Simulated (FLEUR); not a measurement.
# Magnetic state of MnO2 (Pyrolusite) from several starts

A self-consistent run ends on one state, which hangs on the start. Several orders of MnO2 (Pyrolusite) are started in FLEUR and their energies compared.

Main program and level: FLEUR MaX-R8.1; PBE with U = 4 eV on Mn d; all-electron FLAPW, Dirac cores, scalar-relativistic bands.

Experimental background.

“Local electronic structure of dilute hydrogen in beta-MnO2” (2024, arxiv:2401.02109) quotes from earlier work for MnO2, rutile (bulk crystal): moment (ordered Mn moment in helical phase) 2.34 μB [Earlier experimental value quoted in discussion; measurement temperature and sample not …].

## Step 1: The structure

Symmetry: P4_2/mnm, No. 136, tetragonal system. Conventional cell: a = 4.398 Å, b = 4.398 Å, c = 2.873 Å, α = 90.00°, β = 90.00°, γ = 90.00°. Nearest to Mn lie 6 O at 1.88 to 1.90 Å. Nearest to O lie 3 Mn at 1.88 to 1.90 Å. Farther neighbours and most contacts between anions are not listed.

Coordinates:

```
Mn O
1.0
     4.39830    0.00000    0.00000
     0.00000    4.39830    0.00000
     0.00000    0.00000    2.87300
Mn O
2 4
Direct
  0.00000 0.00000 0.00000
  0.50000 0.50000 0.50000
  0.30515 0.30515 0.00000
  0.19485 0.80515 0.50000
  0.69485 0.69485 0.00000
  0.80515 0.19485 0.50000
```

## Step 2: Order 1, typed as ferro ++

The parallel start is the test of whether parallel moments hold. The U counters the self-interaction that shrinks the moments of a localised shell.

inpgen writes inp.xml from crystal.txt; cutoffs, mixing, functional, smearing and local orbitals are then set in the file. The k list default-1 (kpts.xml, not shown) is a Γ-centred 8×8×8 mesh; where the ranks do not divide the number of points, some are split in two of half the weight.

Contents of inp.xml:

```
<?xml version="1.0" encoding="UTF-8" standalone="no"?>
<fleurInput fleurInputVersion="0.39">
   <comment>
      MnO2
   </comment>
   <calculationSetup>
      <cutoffs Kmax="4.4" Gmax="13.2" GmaxXC="13.2" numbands="0"/>
      <scfLoop itmax="120" minDistance="0.0001" maxIterBroyd="15" imix="Anderson" alpha="0.05" precondParam="0.0" spinf="2.0" sdNocoIR="T"/>
      <coreElectrons ctail="T" frcor="F" kcrel="0" coretail_lmax="0"/>
      <xcFunctional name="pbe" relativisticCorrections="F"/>
      <magnetism jspins="2"/>
      <soc l_soc="F" theta="0.0" phi="0.0" spav="F"/>
      <expertModes spex="0" secvar="F"/>
      <geometryOptimization l_f="F" forcealpha="1.0" forcemix="BFGS" epsdisp="0.00001" epsforce="0.00001"/>
      <ldaU l_linMix="F" mixParam="0.05" spinf="1.0"/>
   </calculationSetup>
   <cell>
      <bzIntegration valenceElectrons="54.0" mode="hist" fermiSmearingEnergy="0.00183747">
         <kPointListSelection listName="default-1"/>
         <xi:include xmlns:xi="http://www.w3.org/2001/XInclude" href="kpts.xml"> </xi:include>
      </bzIntegration>
      <xi:include xmlns:xi="http://www.w3.org/2001/XInclude" href="sym.xml"> </xi:include>
      <bulkLattice scale="1.0">
         <bravaisMatrix>
            <row-1>    8.3115824138281784     0.0000000000000000     0.0000000000000000</row-1>
            <row-2>    0.0000000000000000     8.3115824138281784     0.0000000000000000</row-2>
            <row-3>    0.0000000000000000     0.0000000000000000     5.4291831559758004</row-3>
         </bravaisMatrix>
      </bulkLattice>
   </cell>
   <atomSpecies>
      <species name="Manganese 4.500" element="Mn" atomicNumber="25">
         <mtSphere radius="2.21" gridPoints="731" logIncrement="0.017"/>
         <atomicCutoffs lmax="8" lnonsphr="6"/>
         <electronConfig flipSpins="F">
            <coreConfig>(1s1/2) (2s1/2) (2p1/2) (2p3/2)</coreConfig>
            <valenceConfig>(3s1/2) (3p1/2) (3p3/2) (4s1/2) (3d3/2) (3d5/2)</valenceConfig>
            <stateOccupation state="(3d3/2)" spinUp="1.75" spinDown="0.25"/>
            <stateOccupation state="(3d5/2)" spinUp="3.0" spinDown="0.0"/>
         </electronConfig>
         <energyParameters s="4" p="4" d="3" f="4"/>
         <ldaU l="2" U="4.0" J="0.0" l_amf="F"/>
         <lo type="SCLO" l="0" n="3" eDeriv="0"/>
         <lo type="SCLO" l="1" n="3" eDeriv="0"/>
      </species>
      <species name="Oxygen (O)" element="O" atomicNumber="8">
         <mtSphere radius="1.25" gridPoints="415" logIncrement="0.025"/>
         <atomicCutoffs lmax="6" lnonsphr="4"/>
         <electronConfig flipSpins="F">
            <coreConfig>(1s1/2)</coreConfig>
            <valenceConfig>(2s1/2) (2p1/2) (2p3/2)</valenceConfig>
            <stateOccupation state="(2p1/2)" spinUp="0.666667" spinDown="0.666667"/>
            <stateOccupation state="(2p3/2)" spinUp="1.333333" spinDown="1.333333"/>
         </electronConfig>
         <energyParameters s="2" p="2" d="3" f="4"/>
      </species>
   </atomSpecies>
   <atomGroups>
      <atomGroup species="Manganese 4.500">
         <relPos label="                   1">.0000000000 .0000000000 .0000000000</relPos>
         <relPos label="                   2">1.000/2.000 1.000/2.000 1.000/2.000</relPos>
         <force calculate="T" relaxXYZ="TTT"/>
      </atomGroup>
      <atomGroup species="Oxygen (O)">
         <relPos label="                   3">.3051500000 .3051500000 .0000000000</relPos>
         <relPos label="                   4">.1948500000 -.1948500000 1.000/2.000</relPos>
         <relPos label="                   5">-.3051500000 -.3051500000 .0000000000</relPos>
         <relPos label="                   6">-.1948500000 .1948500000 1.000/2.000</relPos>
         <force calculate="T" relaxXYZ="TTT"/>
      </atomGroup>
   </atomGroups>
   <output dos="F" band="F" slice="F">
      <bandDOS minEnergy="-.5*Htr" maxEnergy="0.5*Htr" sigma="0.015" storeEVData="T"/>
      <plotting iplot="0" polar="F">
         <plot TwoD="T" vec1="  1.0  0.0  0.0" vec2="  0.0  1.0  0.0" vec3="  0.0  0.0  1.0" zero="  0.0  0.0  0.0" file="plot"/>
      </plotting>
      <moessbauerParams electricFieldGradient="F" isomerShift="F" coreHyperfine="F" valenceHyperfine="F"/>
   </output>
</fleurInput>
```

Contents of crystal.txt:

```
MnO2
&input film=F cartesian=F /
4.39830000000  0.00000000000  0.00000000000
0.00000000000  4.39830000000  0.00000000000
0.00000000000  0.00000000000  2.87300000000
1.8897261246
1.0 1.0 1.0

6
25 0.00000000000  0.00000000000  0.00000000000 : 4.500
25 0.50000000000  0.50000000000  0.50000000000 : 4.500
8 0.30515000000  0.30515000000  0.00000000000
8 0.19485000000  0.80515000000  0.50000000000
8 0.69485000000  0.69485000000  0.00000000000
8 0.80515000000  0.19485000000  0.50000000000

&kpt div1=8 div2=8 div3=8 gamma=T /
```

The run is started by

```console
$ OMP_NUM_THREADS=1 inpgen -f crystal.txt > inpgen.log  # inp.xml is then edited as shown
$ OMP_NUM_THREADS=1 mpirun -n 4 fleur_MPI > fleur.log
```

The log of the run:

```text
Welcome to FLEUR        (www.flapw.de)
      MaX-Release 8.1          (www.max-centre.eu)

 ========== k-point set info ==========
 Selected k-point list: default-1
 k-point list type: mesh
 0 x 0 x 0
 Number of k points: 76

 ------------Calculation Setup---------------------------
 Number of MPI-tasks      :            4
 Number of PE/node        :            4
 Number of OMP-threads    :            1
 k-points in parallel     :            4
 pe's per k-point         :            1
 No of k-point loops      :           19
 Eigenvalue solver        :       lapack
 Number of basis functions:          592
 Approximate size of matrices (H+S) per k-point:         0.005 GB
 --------------------------------------------------------
 no density matrix found ... skipping LDA+U
 Reset of history
 Iteration:     1   Distance:      43.40222991 me/bohr^3
 Iteration:     2   Distance:      39.21266562 me/bohr^3
 Iteration:     3   Distance:      32.59982807 me/bohr^3
 Iteration:     4   Distance:      16.32867453 me/bohr^3
 Iteration:     5   Distance:      15.83084547 me/bohr^3
 Iteration:     6   Distance:       8.26205776 me/bohr^3
 Iteration:     7   Distance:       7.28955294 me/bohr^3
 Iteration:     8   Distance:       7.23374908 me/bohr^3
 Iteration:     9   Distance:       2.15975466 me/bohr^3
 Iteration:    10   Distance:       0.91311181 me/bohr^3
 Iteration:    11   Distance:       1.06847614 me/bohr^3
 Iteration:    12   Distance:       0.87929091 me/bohr^3
 Iteration:    13   Distance:       0.50653097 me/bohr^3
 Iteration:    14   Distance:       0.33591272 me/bohr^3
 Iteration:    15   Distance:       0.12906439 me/bohr^3
 Iteration:    16   Distance:       0.06453295 me/bohr^3
 Iteration:    17   Distance:       0.06115886 me/bohr^3
 Iteration:    18   Distance:       0.04708308 me/bohr^3
 Iteration:    19   Distance:       0.01619215 me/bohr^3
 Iteration:    20   Distance:       0.01213230 me/bohr^3
 Iteration:    21   Distance:       0.00647850 me/bohr^3
 Iteration:    22   Distance:       0.00173455 me/bohr^3
 Iteration:    23   Distance:       0.00337640 me/bohr^3
 Iteration:    24   Distance:       0.00040282 me/bohr^3
 Iteration:    25   Distance:       0.00043463 me/bohr^3
 Iteration:    26   Distance:       0.00014810 me/bohr^3
 Iteration:    27   Distance:       0.00007516 me/bohr^3

 ********************************************************************
 Run finished successfully
 Stop message:
   all done
 ********************************************************************

--- out.xml (last complete iteration) ---
<iteration numberForCurrentRun="   27" overallNumber="   27">
         [... left out ...]
         <bandgap value="0.0598347303" units="eV"/>
         <sumValenceSingleParticleEnergies value="-29.1259682371" units="Htr"/>
         <FermiEnergy value="0.2612207151" units="Htr"/>
         <valenceDensity>
            <mtCharges spin="1">
               <mtCharge atomType="1" total="8.2626822" s="1.1581962" p="3.2226303" d="3.7953114" f="0.0636445"/>
               <mtCharge atomType="2" total="1.9485340" s="0.6116424" p="1.3337633" d="0.0026864" f="0.0003744"/>
            </mtCharges>
            <mtCharges spin="2">
               <mtCharge atomType="1" total="5.2934363" s="1.1391704" p="3.2037190" d="0.8627718" f="0.0631351"/>
               <mtCharge atomType="2" total="1.9632251" s="0.6129372" p="1.3486714" d="0.0013669" f="0.0002150"/>
            </mtCharges>
            <spinDependentCharge spin="1" total="30.0057421" interstitial="5.6862416" mtSpheres="24.3195005"/>
            <spinDependentCharge spin="2" total="23.9942579" interstitial="5.5544850" mtSpheres="18.4397729"/>
            <totalCharge value="54.0000000000"/>
         </valenceDensity>
         [... left out ...]
         <allElectronCharges>
            <spinDependentCharge spin="1" total="44.0057421" interstitial="5.6862561" mtSpheres="38.3194860"/>
            <spinDependentCharge spin="2" total="37.9942579" interstitial="5.5544995" mtSpheres="32.4397584"/>
            <totalCharge value="81.9999999944"/>
         </allElectronCharges>
         <magneticMomentsInMTSpheres units="muBohr">
            <globalMagMoment atomType="1" vec="0.00000   0.00000   2.96925"/>
            <localMagMoment atomType="1" vec="0.00000   0.00000   2.96925"/>
            <globalMagMoment atomType="2" vec="0.00000   0.00000  -0.01469"/>
            <localMagMoment atomType="2" vec="0.00000   0.00000  -0.01469"/>
         </magneticMomentsInMTSpheres>
         <moessbauerParams unitsHFF="kG" unitsIS="e/bohr^3" unitsEFG="Htr/bohr^2">
         </moessbauerParams>
         <totalEnergy value="    -2618.0769537411" units="Htr">
            <sumOfEigenvalues value="    -1499.2634616877">
               <coreElectrons value="-1470.1374934505"/>
               <valenceElectrons value="-29.1259682371"/>
            </sumOfEigenvalues>
            <densityCoulombPotentialIntegral value="-3965.8540121230"/>
            <densityEffectivePotentialIntegral value="-4145.4483779741"/>
            <chargeDenXCDenIntegral value="-138.7067532018"/>
            <FockExchangeEnergyValence value="0.0000000000"/>
            <FockExchangeEnergyCore value="0.0000000000"/>
            <atomTypeDependentContributions atomType="1">
               <electronNucleiInteractionDifferentMTs value="2757.4696695326"/>
               <MadelungTerm value="-20.9956700159"/>
            </atomTypeDependentContributions>
            <atomTypeDependentContributions atomType="2">
               <electronNucleiInteractionDifferentMTs value="338.0491654478"/>
               <MadelungTerm value="-26.6069503633"/>
            </atomTypeDependentContributions>
            <dftUCorrection value="-0.4933445953"/>
            <tkbTimesEntropy value="0.0000514902"/>
            <freeEnergy value="-2618.0770052313"/>
            <extrapolationTo0K value="-2618.0769794862"/>
         </totalEnergy>
         <ldaUDensityMatrix>
            <densityMatrixFor spin="1" atomType="1" uIndex="1" l="2" U="4.00000000" J="0.00000000">
               (+0.77962,+0.00000) (+0.00000,+0.00000) (+0.00000,+0.14524) (+0.00000,+0.00000) (+0.17929,+0.00000)
               (+0.00000,+0.00000) (+0.70910,+0.00000) (+0.00000,+0.00000) (+0.00000,-0.24212) (+0.00000,+0.00000)
               (+0.00000,-0.14524) (+0.00000,+0.00000) (+0.81788,+0.00000) (+0.00000,+0.00000) (+0.00000,+0.14524)
               (+0.00000,+0.00000) (+0.00000,+0.24212) (+0.00000,+0.00000) (+0.70910,+0.00000) (+0.00000,+0.00000)
               (+0.17929,+0.00000) (+0.00000,+0.00000) (+0.00000,-0.14524) (+0.00000,+0.00000) (+0.77962,+0.00000)
            </densityMatrixFor>
            <densityMatrixFor spin="2" atomType="1" uIndex="1" l="2" U="4.00000000" J="0.00000000">
               (+0.16172,+0.00000) (+0.00000,+0.00000) (+0.00000,-0.06943) (+0.00000,+0.00000) (-0.05241,+0.00000)
               (+0.00000,+0.00000) (+0.20650,+0.00000) (+0.00000,+0.00000) (+0.00000,+0.10423) (+0.00000,+0.00000)
               (+0.00000,+0.06943) (+0.00000,+0.00000) (+0.12634,+0.00000) (+0.00000,+0.00000) (+0.00000,-0.06943)
               (+0.00000,+0.00000) (+0.00000,-0.10423) (+0.00000,+0.00000) (+0.20650,+0.00000) (+0.00000,+0.00000)
               (-0.05241,+0.00000) (+0.00000,+0.00000) (+0.00000,+0.06943) (+0.00000,+0.00000) (+0.16172,+0.00000)
            </densityMatrixFor>
         </ldaUDensityMatrix>
         <ldaUDensityMatrixConvergence>
            <distance spin="1" distance="0.000005"/>
            <distance spin="2" distance="0.000001"/>
         </ldaUDensityMatrixConvergence>
         <densityConvergence units="me/bohr^3">
            <chargeDensity spin="1" distance="0.0000658119"/>
            <chargeDensity spin="2" distance="0.0000164822"/>
            <overallChargeDensity distance="0.0000596350"/>
            <spinDensity distance="0.0000751625"/>
         </densityConvergence>
      </iteration>
```

Wall time 2.2 min (4 MPI ranks of Arm Neoverse V1, shared host); peak memory 0.27 GiB; 8.8 min of CPU time.

Spin moment in the muffin-tin sphere by atom:

| atom | spin moment in the muffin-tin sphere (μB) |
| --- | --- |
| Mn1 | 2.97 |
| Mn2 | 2.97 |
| O3 | -0.01 |
| O4 | -0.01 |
| O5 | -0.01 |
| O6 | -0.01 |

Numbers from this step:

| Quantity | Value |
| --- | --- |
| free energy | -71241.5046 eV |
| program's band gap on this mesh (in a metal only a level spacing) | 0.05983 eV |
| magnetization | 6.011 μB |
| final state | ferromagnetic |

After 27 cycles the largest moment stands at 2.97 μB.

(Continued in part 2 of 4.)

[Logs and program files are shortened in this print: banners, set-up blocks, solver, clock and traceback lines can be left out without a mark of their own.]

[Logs are printed without paths, hosts, clocks, repeated set-up lines and the standing remarks that a program may print on its own settings, such as how far it seeks lower states.]

[Hosts, paths, dates, database ids (printed as entryN), source tags and the programs' standing remarks are cut or masked in the printed files.]

[Where a cell is said to come from a database of computed structures, the database is the Materials Project.]
